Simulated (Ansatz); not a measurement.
**G0W0 on several functionals: Nb2Sn2O7 (Fd-3m)**

How much of the starting functional survives in the G0W0 gap of Nb2Sn2O7 (Fd-3m)?

Program: Ansatz 0.2.0. Level of theory: G0W0 on several functionals, plane waves, PAW. Results are calculated unless marked as measured.

In doubt: masses and optical values from hybrid runs of this build are listed as unsure (steps 3, 4), which bears on the screening that GW takes from such a start.

## 1. Starting point

It takes space group Fd-3m (No. 227, cubic). Conventional cell: a = 10.761 Å, b = 10.761 Å, c = 10.761 Å, α = 90.00°, β = 90.00°, γ = 90.00°. Nearest to Nb lie 6 O at 2.02 Å. Sn has 2 O at 2.33 Å nearest. O has 2 Nb at 2.02 Å nearest. Nearest to O lie 4 Sn at 2.33 Å. Farther neighbours and most contacts between anions are not listed.

The cell and positions are those that the Materials Project relaxed with its own functionals (PBE, PBE+U or r2SCAN), kept fixed. The default PAW set here is soft_2. Its files were made with PBE.

## 2. G0W0 on LDA

G0W0 replaces the xc potential by the self-energy, built once from these orbitals. Only a window of levels is corrected, while the sums run over the empty bands that the input names.

This step: G0W0 on LDA, plane waves, PAW.

The input, input.yaml:

```yaml
crystal:
  lattice:
    - [0.0, 5.380295, 5.380295]
    - [5.380295, 0.0, 5.380295]
    - [5.380295, 5.380295, 0.0]
  atoms:
    - { symbol: Nb, position: [0.125, 0.125, 0.125] }
    - { symbol: Nb, position: [0.625, 0.125, 0.125] }
    - { symbol: Nb, position: [0.125, 0.125, 0.625] }
    - { symbol: Nb, position: [0.125, 0.625, 0.125] }
    - { symbol: Sn, position: [0.625, 0.625, 0.125] }
    - { symbol: Sn, position: [0.625, 0.625, 0.625] }
    - { symbol: Sn, position: [0.125, 0.625, 0.625] }
    - { symbol: Sn, position: [0.625, 0.125, 0.625] }
    - { symbol: O, position: [0.061003, 0.438997, 0.061003] }
    - { symbol: O, position: [0.061003, 0.061003, 0.438997] }
    - { symbol: O, position: [0.811003, 0.188997, 0.811003] }
    - { symbol: O, position: [0.061003, 0.438997, 0.438997] }
    - { symbol: O, position: [0.188997, 0.811003, 0.188997] }
    - { symbol: O, position: [0.438997, 0.061003, 0.061003] }
    - { symbol: O, position: [0.188997, 0.188997, 0.811003] }
    - { symbol: O, position: [0.188997, 0.811003, 0.811003] }
    - { symbol: O, position: [0.75, 0.75, 0.75] }
    - { symbol: O, position: [0.811003, 0.188997, 0.188997] }
    - { symbol: O, position: [0.438997, 0.438997, 0.061003] }
    - { symbol: O, position: [0.811003, 0.811003, 0.188997] }
    - { symbol: O, position: [0.5, 0.5, 0.5] }
    - { symbol: O, position: [0.438997, 0.061003, 0.438997] }
kpoints:
  mp_grid: { grid: [2, 2, 2] }
hamiltonian:
  xc: lda
scf:
  occupations: { method: fixed }
gw:
  n_empty_bands: 432
  ecut_chi: 72
  qp_bands: [v4, c4]
  qp_kpoints: band_edges
  screening: { model: contour_deformation }
```

Command:

```sh
ansatz run input.yaml --threads 24 --pin off --max-ram 82944MiB --backend cuda --events-out ev --progress --plain --runs-dir out --devices 1 --max-vram 78GiB
```

Numbers of over 12 decimals in the logs are rounded to 6 here.

What it wrote:

```text
GPUs: using 1 of 1 available (devices: 1).
Engine: ansatz 0.2.0, aarch64-unknown-linux-gnu
Pseudopotentials: kind: paw
Pseudopotential: Nb, paw, valence charge 13, recommended cutoff 420 eV (normal), Nb.paw.azcp
Pseudopotential: Sn, paw, valence charge 14, recommended cutoff 420 eV (normal), Sn.paw.azcp
Pseudopotential: O, paw, valence charge 6, recommended cutoff 420 eV (normal), O.paw.azcp
Functional definition: SPW92
  exchange = slater_x
  correlation = pw_c
[...]
Crystal: 22 atoms, lattice volume = 311.493 Å³
Basis set: ecut = 420 eV, 6081 PW (Γ)
Bands: 118, of which v1, the nominal top of the filled ones, is band 96 counted from 1 (95 counted from 0)
Symmetry: 48 space group operations
Space group: Fd-3m (ITA 227), of the structure as read, at distance tolerance 6.8e-5 Å
k-points: 3 of 8
Non-local potential: Nb, projectors of the file, l = 0: 3, l = 1: 2, l = 2: 2, l = 3: 1
Non-local potential: Sn, projectors of the file, l = 0: 2, l = 1: 2, l = 2: 2, l = 3: 2
Non-local potential: O, projectors of the file, l = 0: 2, l = 1: 2, l = 2: 1
PAW form: soft (Blöchl's): semilocal exchange-correlation on the pseudo side does not see the compensation charge
PAW frozen core: Nb, regenerated for the run's functional, and the local potential with it (the file was generated under x = pbe(κ = 0.804, μ = 0.219515), c = pbe(β = 0.066725))
PAW frozen core: Sn, regenerated for the run's functional, and the local potential with it (the file was generated under x = pbe(κ = 0.804, μ = 0.219515), c = pbe(β = 0.066725))
PAW frozen core: O, regenerated for the run's functional, and the local potential with it (the file was generated under x = pbe(κ = 0.804, μ = 0.219515), c = pbe(β = 0.066725))
PAW one-centre angular grid: Nb, 590 points (default); XC on 64 Gauss nodes
PAW one-centre angular grid: Sn, 590 points (default); XC on 64 Gauss nodes
PAW one-centre angular grid: O, 110 points (default); XC on 64 Gauss nodes
Initial density: superposition of atomic densities (neutral atoms: chi_scale 0, normalization atom), corrected by the library's trained network
Initial wavefunctions: pseudopotential atomic-orbital guess
[...]
Functional: x = slater, c = lda
SCF iter   1: F=—  HF=-49073.054512 eV  |F-HF|=—  |Δ(HF+E_count)|=         —  Δρ=1.65e-2  dr2=8.18e-1  ethr=1.77e-3  ⟨swp⟩=4.7  Hψ=1103  notcnv=0  defer=53
preconditioner: auto → Resta (q_TF=auto, 2.517 Å⁻¹)  ε∞=4.9  [insulator: Δε(μ)=1.082 eV  Ē_g=13.402 eV  n_scr=64 (ndim 8)  ℏωp=26.6 eV  f_vac=0.037  ε∞_Penn≈4.9]
SCF iter   2: F=—  HF=-49072.869408 eV  |F-HF|=—  |Δ(HF+E_count)|=   1.85e-1  Δρ=6.65e-3  dr2=1.70e-1  ethr=4.26e-4  ⟨swp⟩=2.0  Hψ=562  notcnv=0  defer=59
SCF iter   3: F=—  HF=-49072.836978 eV  |F-HF|=—  |Δ(HF+E_count)|=   3.24e-2  Δρ=2.91e-3  dr2=3.44e-2  ethr=8.87e-5  ⟨swp⟩=2.0  Hψ=448  notcnv=0  defer=59
SCF iter   4: F=—  HF=-49072.827302 eV  |F-HF|=—  |Δ(HF+E_count)|=   9.68e-3  Δρ=1.19e-3  dr2=7.91e-3  ethr=1.79e-5  ⟨swp⟩=2.0  Hψ=432  notcnv=0  defer=60
SCF iter   5: F=—  HF=-49072.825244 eV  |F-HF|=—  |Δ(HF+E_count)|=   2.06e-3  Δρ=8.97e-4  dr2=2.22e-3  ethr=4.12e-6  ⟨swp⟩=2.0  Hψ=455  notcnv=0  defer=57
SCF iter   6: F=—  HF=-49072.824772 eV  |F-HF|=—  |Δ(HF+E_count)|=   4.72e-4  Δρ=1.51e-4  dr2=6.85e-5  ethr=1.16e-6  ⟨swp⟩=2.0  Hψ=451  notcnv=0  defer=50
SCF iter   7: F=—  HF=-49072.824777 eV  |F-HF|=—  |Δ(HF+E_count)|=   4.89e-6  Δρ=2.67e-5  dr2=2.23e-6  ethr=3.57e-8  ⟨swp⟩=2.0  Hψ=455  notcnv=0  defer=47
SCF iter   8: F=—  HF=-49072.824777 eV  |F-HF|=—  |Δ(HF+E_count)|=   6.20e-7  Δρ=6.81e-6  dr2=1.43e-7  ethr=1.16e-9  ⟨swp⟩=2.0  Hψ=547  notcnv=0  defer=47
SCF iter   9: F=-49072.824777 eV  HF=-49072.824777 eV  |F-HF|=1.13e-9  |Δ(HF+E_count)|=   4.69e-8  Δρ=1.80e-6  dr2=1.13e-8  ethr=5.21e-11  ⟨swp⟩=10.3  Hψ=1295  notcnv=0
SCF 1 converged in 9 iterations: F = -49072.824777 eV  dr2 = 1.13e-8
  greatest PAW one-centre occupation: 0.998 electrons in one spin orbital (limit 2), on the Nb atom at site 3 (counted from 0), in its partial waves of l = 0
[...]
NSCF: frozen V_eff on 3 k-points
[...]
SCF converged after 9 iterations
[...]
k-point 2: bands = ["-47.0132", "-47.0132", "-47.0089", "-47.0089", "-23.2685", "-23.2685", "-23.1968", "-23.1968", "-23.1912", "-23.1912", "-23.1894", "-23.1894", "-23.1836", "-23.1836", "-23.1049", "-23.1049", "-11.4532", "-11.4532", "-11.4516", "-11.4516", "-11.4453", "-11.4453", "-11.4403", "-11.4403", "-11.4337", "-11.4337", "-11.3449", "-11.3449", "-11.3358", "-11.3358", "-11.3240", "-11.3240", "-11.3197", "- [...]
--- G₀W₀: contour deformation, 7 samples at zero and on the imaginary axis and 1 off it, 8 q-points, 432 empty bands' worth ---
  eigenvalues of the whole cell's RPA ε∞ on this k-mesh (on a slab, of 1 + 4πα/V) = 14.5074, 14.5074, 14.5074; static W/v taken at q = 0 is 0.068930
  bands read: the sum over 528 bands ends inside a degenerate multiplet in 2 slots, whose members it reads at an even weight; the widest, k=0: bands 527 to 529 (counted from 1) at 2/3 each
  gw.qp_kpoints: band_edges: 3 of 3 stored k-points solved, in 1 pass; an edge of the gap read off the rows below is read off those points alone
  `?` marks the rows in doubt; gw_qp.tsv's column doubts and the gw_qp event give each row's grounds
    ik  band        ε_KS         Σx   Σc(E_QP)       V_xc       Z   E_QP_lin       E_QP  E_QP is
     0    93      6.8826   -25.9933     5.0219   -21.2032  0.6955     7.1134     7.1144  root
     0    94      9.1692   -21.9477     2.8915   -19.3245  0.7028     9.4345     9.4376  root
     0    95      9.1692   -21.9477     2.8915   -19.3245  0.7028     9.4345     9.4376  root
     0    96      9.1692   -21.9477     2.8915   -19.3245  0.7028     9.4345     9.4376  root
     0    97     10.2520   -14.0333    -5.1279   -20.1552  0.7127    11.4023    11.2461  root ?
     0    98     10.2520   -14.0333    -5.1279   -20.1552  0.7127    11.4023    11.2461  root ?
     0    99     10.5377   -14.0016    -5.4261   -20.4339  0.7066    11.7147    11.5440  root ?
     0   100     10.5377   -14.0016    -5.4261   -20.4339  0.7066    11.7147    11.5440  root ?
     1    93      7.8804   -22.0806     3.0305   -19.2950  0.7150     8.1264     8.1252  root
     1    94      8.3682   -20.9839     2.8059   -18.4051  0.6961     8.5952     8.5954  root
     1    95      9.3724   -21.7753     2.5416   -19.5699  0.7109     9.7046     9.7085  root
     1    96      9.3724   -21.7753     2.5416   -19.5699  0.7109     9.7046     9.7085  root
     1    97     10.4680   -13.7273    -5.0077   -19.7054  0.7075    11.5641    11.4384  root ?
     1    98     10.4680   -13.7273    -5.0077   -19.7054  0.7075    11.5641    11.4384  root ?
     1    99     10.4804   -13.4370    -5.1497   -19.5577  0.7071    11.5776    11.4514  root ?
     1   100     10.6167   -13.4820    -5.4717   -19.9492  0.7050    11.7612    11.6122  root ?
     2    93      8.1636   -21.3089     2.6802   -18.8857  0.7034     8.4185     8.4206  root
     2    94      8.1636   -21.3089     2.6802   -18.8857  0.7034     8.4185     8.4206  root
     2    95      9.3176   -21.1448     2.2750   -19.2176  0.7129     9.6614     9.6655  root
     2    96      9.3176   -21.1448     2.2750   -19.2176  0.7129     9.6614     9.6655  root
     2    97     10.4235   -13.1460    -5.1217   -19.2317  0.7109    11.5061    11.3874  root ?
     2    98     10.4235   -13.1460    -5.1217   -19.2317  0.7109    11.5061    11.3874  root ?
     2    99     10.6684   -13.7328    -5.2159   -19.9274  0.7005    11.7712    11.6471  root ?
     2   100     10.6684   -13.7328    -5.2159   -19.9274  0.7005    11.7712    11.6471  root ?
```

Run time: 2.8 s. Hardware: 1 × NVIDIA GB200 (shared by 2 runs) with 24 threads of Arm Neoverse V2, shared host; peak memory 1.6 GiB.

The column dr2 measures how far the density is from self-consistency, as an energy; F and HF (Harris–Foulkes) agree once it is small.

This step gave:

```
bands summed                                 : 528
RPA ε∞ on this mesh (eigenvalues)            : 14.51, 14.51, 14.51
plane waves in the screening matrix          : 411
q-points in the mesh                         : 8
G0W0 gap on the mesh                         : 1.538 eV
k of the valence top                         : 0, 0, -0.5
k of the conduction bottom                   : 0, 0, 0
starting gap on the mesh                     : 0.8796 eV
Z at the valence top                         : 0.7109
Z at the conduction bottom                   : 0.7127
least direct G0W0 gap on the computed points : 1.722 eV
```

The gap on the mesh goes from 0.88 eV to 1.54 eV, a correction of +0.66 eV. The program marks an edge row as in doubt. Between the two edge states, bare exchange in place of the xc potential would open the gap by 8.33 eV, and correlation takes back 7.67 eV.

## 3. G0W0 on HSE06

One-shot GW remembers its start. Another functional's orbitals and levels show by how much.

This step: G0W0 on HSE06, plane waves, PAW.

input.yaml, as its differences from that of step 2:

```diff
@@ -31,3 +31,3 @@
 hamiltonian:
-  xc: lda
+  xc: hse06
 scf:
```

What it wrote:

```text
GPUs: using 1 of 1 available (devices: 1).
[...]
davidson cushion auto → on  (no smearing: the cushion is to keep the highest requested band from converging to the state above it; pin scf.eigensolver.cushion to override)
[...]
Crystal: 22 atoms, lattice volume = 311.493 Å³
Basis set: ecut = 420 eV, 6081 PW (Γ)
Bands: 118, of which v1, the nominal top of the filled ones, is band 96 counted from 1 (95 counted from 0)
Symmetry: 48 space group operations
[...]
k-points: 3 of 8
[...]
SCF iter   1: F=—  HF=-50261.029771 eV  |F-HF|=—  |Δ(HF+E_count)|=         —  Δρ=6.53e-3  dr2=2.84e-1  ethr=1.77e-3  ⟨swp⟩=6.0  Hψ=1596  notcnv=0
[...]
SCF iter   2: F=—  HF=-50261.093417 eV  |F-HF|=—  |Δ(HF+E_count)|=   6.36e-2  Δρ=1.27e-2  dr2=7.22e-1  ethr=1.48e-4  ⟨swp⟩=5.0  Hψ=1038  notcnv=0
[...]
SCF iter   6: F=-50260.979213 eV  HF=-50260.979237 eV  |F-HF|=2.41e-5  |Δ(HF+E_count)|=   2.53e-5  Δρ=1.29e-4  dr2=4.20e-5  ethr=1.39e-7  ⟨swp⟩=3.0  Hψ=862  notcnv=0
SCF 1 stopped early in 6 iterations: F = -50260.979213 eV  dr2 = 4.20e-5
[...]
Exchange kernel: α = 0.2500, screened, ω = 0.2079 Å⁻¹, Wigner–Seitz truncation, v(0) = 1018.8295 eV·Å³, q-mesh 2×2×2, nearest image of the exchange supercell L = 15.22 Å, pair-density grid 32×32×32, without the augmentation charges, whose exchange is taken in its separable form by FFT convolution over the k-point mesh (sized by the pseudopotential files, 45×45×45 at the most), smooth part of the exact exchange by density-matrix convolution in up to 2.22 GiB of GPU memory as planned if the GPU has room (build and FFT work areas not counted)
Frozen-core exchange: fock
[...]
hybrid outer 1: dexx = +1.143e-1 eV, tail = 5.62e-4 eV
[...]
SCF 3 converged in 6 iterations: F = -50280.821104 eV  dr2 = 5.18e-9
[...]
hybrid outer 2: dexx = +1.006e-5 eV, tail = 2.78e-7 eV, Δε = 1.18e-2 eV (about 3.79e-4 eV left of the loop's levels)
[...]
guard bands above this table: 11 of the run's 118 bands. The solve was not asked for them (output.publish_guard_bands: true or output.eigenvalues: true publishes all)
[...]
0    93      6.1748   -25.7824     4.6882   -21.8485  0.7324     6.9203     6.9291  root
     0    94      9.1656   -21.4842     2.5679   -19.2749  0.7520     9.5214     9.5243  root
     0    95      9.1656   -21.4842     2.5679   -19.2749  0.7520     9.5214     9.5243  root
     0    96      9.1656   -21.4842     2.5679   -19.2749  0.7520     9.5214     9.5243  root
     0    97     10.8971   -13.5287    -4.7623   -18.8930  0.7546    11.5113    11.4991  root
     0    98     10.8971   -13.5287    -4.7623   -18.8930  0.7546    11.5113    11.4991  root
     0    99     11.2489   -13.5171    -4.9917   -19.1051  0.7496    11.8579    11.8452  root
     0   100     11.2489   -13.5171    -4.9917   -19.1051  0.7496    11.8579    11.8452  root
[...]
2    97     11.1184   -12.8010    -4.7602   -18.0950  0.7522    11.6623    11.6521  root
     2    98     11.1184   -12.8010    -4.7602   -18.0950  0.7522    11.6623    11.6521  root
     2    99     11.3987   -13.1965    -4.8872   -18.6314  0.7450    11.9583    11.9464  root
     2   100     11.3987   -13.1965    -4.8872   -18.6314  0.7450    11.9583    11.9464  root
```

Run time: 16 s. Hardware: 1 × NVIDIA GB200 (shared by 2 runs) with 24 threads; peak memory 2.1 GiB; 97 s of CPU time.

Numbers from this step:

* bands summed: 528
* RPA ε∞ on this mesh (eigenvalues): 8.092, 8.092, 8.092
* plane waves in the screening matrix: 411
* q-points in the mesh: 8
* G0W0 gap on the mesh: 1.711 eV
* k of the valence top: 0, 0, -0.5
* k of the conduction bottom: 0, 0, 0
* starting gap on the mesh: 1.481 eV
* Z at the valence top: 0.7574
* Z at the conduction bottom: 0.7546
* least direct G0W0 gap on the computed points: 1.917 eV

Against the run with 2×2×2 mesh, 432 empty bands, screening to 72 eV on LDA, the gap moves by +0.17 eV, while the start moved by +0.60 eV.

## 4. G0W0 on PBE0

This step: G0W0 on PBE0, plane waves, PAW.

input.yaml, as its differences from that of step 3:

```diff
@@ -31,3 +31,3 @@
 hamiltonian:
-  xc: hse06
+  xc: pbe0
 scf:
```

What it wrote:

```text
GPUs: using 1 of 1 available (devices: 1).
[...]
Crystal: 22 atoms, lattice volume = 311.493 Å³
Basis set: ecut = 420 eV, 6081 PW (Γ)
Bands: 118, of which v1, the nominal top of the filled ones, is band 96 counted from 1 (95 counted from 0)
Symmetry: 48 space group operations
[...]
k-points: 3 of 8
[...]
0    98     11.2500   -13.5036    -4.5986   -18.4936  0.7791    11.6443    11.6414  root
     0    99     11.6058   -13.4974    -4.8139   -18.7022  0.7747    11.9997    11.9967  root
     0   100     11.6058   -13.4974    -4.8139   -18.7022  0.7747    11.9997    11.9967  root
[...]
2    97     11.4722   -12.7624    -4.5946   -17.6825  0.7780    11.7997    11.7977  root
     2    98     11.4722   -12.7624    -4.5946   -17.6825  0.7780    11.7997    11.7977  root
     2    99     11.7566   -13.1520    -4.7155   -18.2118  0.7721    12.1033    12.1009  root
     2   100     11.7566   -13.1520    -4.7155   -18.2118  0.7721    12.1033    12.1009  root
```

The job ended after 17 s (1 × NVIDIA GB200 (shared by 2 runs) with 24 threads; peak memory 2 GiB; 97 s of CPU time).

Numbers from this step:

```
bands summed                                 : 528
RPA ε∞ on this mesh (eigenvalues)            : 6.696, 6.696, 6.696
plane waves in the screening matrix          : 411
G0W0 gap on the mesh                         : 1.942 eV
k of the valence top                         : 0, 0, -0.5
k of the conduction bottom                   : 0, 0, 0
starting gap on the mesh                     : 2.188 eV
least direct G0W0 gap on the computed points : 2.149 eV
```

Against the run with 2×2×2 mesh, 432 empty bands, screening to 72 eV on HSE06, the gap moves by +0.23 eV, while the start moved by +0.71 eV.

## 5. Side by side

All on the 2×2×2 mesh with 432 empty bands and screening to 72 eV. Times are wall times on 1 × NVIDIA GB200 (shared by 2 runs) with 24 threads of Arm Neoverse V2, shared host, good to a factor of about two.

```
start  starting gap (eV)  shift (eV)  G0W0 gap (eV)  RPA ε∞ (harmonic mean)  Z (valence, conduction)   time
  LDA               0.88       +0.66           1.54                   14.51               0.71, 0.71  2.8 s
HSE06               1.48       +0.23           1.71                    8.09               0.76, 0.75   16 s
 PBE0               2.19       −0.25           1.94                    6.70               0.78, 0.78   17 s
```

How the two edges are built up, in eV (the quasiparticle level is the starting level plus Σx plus Σc less Vxc):

```
  run               edge  start      Σx     Σc     Vxc     Z     QP
  LDA        valence top   9.37  -21.78   2.54  -19.57  0.71   9.71
  LDA  conduction bottom  10.25  -14.03  -5.13  -20.16  0.71  11.25
HSE06        valence top   9.42  -21.40   2.31  -19.45  0.76   9.79
HSE06  conduction bottom  10.90  -13.53  -4.76  -18.89  0.75  11.50
 PBE0        valence top   9.06  -21.43   2.24  -19.83  0.78   9.70
 PBE0  conduction bottom  11.25  -13.50  -4.60  -18.49  0.78  11.64
```

For a hybrid start, Vxc holds its share of exact exchange.

## 6. Results

```
G0W0@LDA     : 1.54 eV (start 0.88 eV)
G0W0@HSE06   : 1.71 eV (start 1.48 eV)
G0W0@PBE0    : 1.94 eV (start 2.19 eV)
known limits : not at the basis limit; no spin-orbit coupling; coarse k mesh
```

In words: The starting gaps span 1.31 eV and the G0W0 gaps 0.40 eV. Between LDA and PBE0, 0.40 eV of the 1.31 eV survives, 31 %. PBE0 screens less than LDA (ε∞ 6.70 against 14.51). Of the 0.40 eV by which its G0W0 gap is higher, the correlation part gives +0.83 eV, and exchange with the one-particle terms, which follow the orbitals, −0.43 eV. On PBE0 the correction is negative: that start lies above its own G0W0 value. The smallest correction, +0.23 eV, is on HSE06, the start nearest to reproducing itself, though another is as near within the errors. Bands and cutoff are finite, so the gap is not at the basis limit. The miss can reach some tenths of an eV and take either sign; the mesh is an error of its own. The 2×2×2 mesh is coarse for this cell (its supercell is 15 Å along the shortest edge). The RPA ε∞ on it, from the LDA start, is 14.51; such meshes misread the long-range screening, most where the gap is narrow. The program warns that the mesh is coarse for exact exchange, which bears on the hybrid start's gap. The many-body steps are scalar-relativistic: spin-orbit coupling is not in them. The program marks a band-edge row as in doubt, so the gap is less sure than its digits.

[Paths, hosts, dates, memory and timing lines, banners, echoed tables and standing remarks are left out of the program output.]

[Logs are printed without paths, hosts, clocks, repeated set-up lines and the standing remarks that a program may print on its own settings, such as how far it seeks lower states.]

[Runs of the session that timed out or met a known fault of the program may be left out.]

[Cells called generated may have been cut or substituted from an entry of the Crystallography Open Database or the Materials Project.]

[Hosts, paths, dates, database ids (printed as entryN), source tags and the programs' standing remarks are cut or masked in the printed files.]
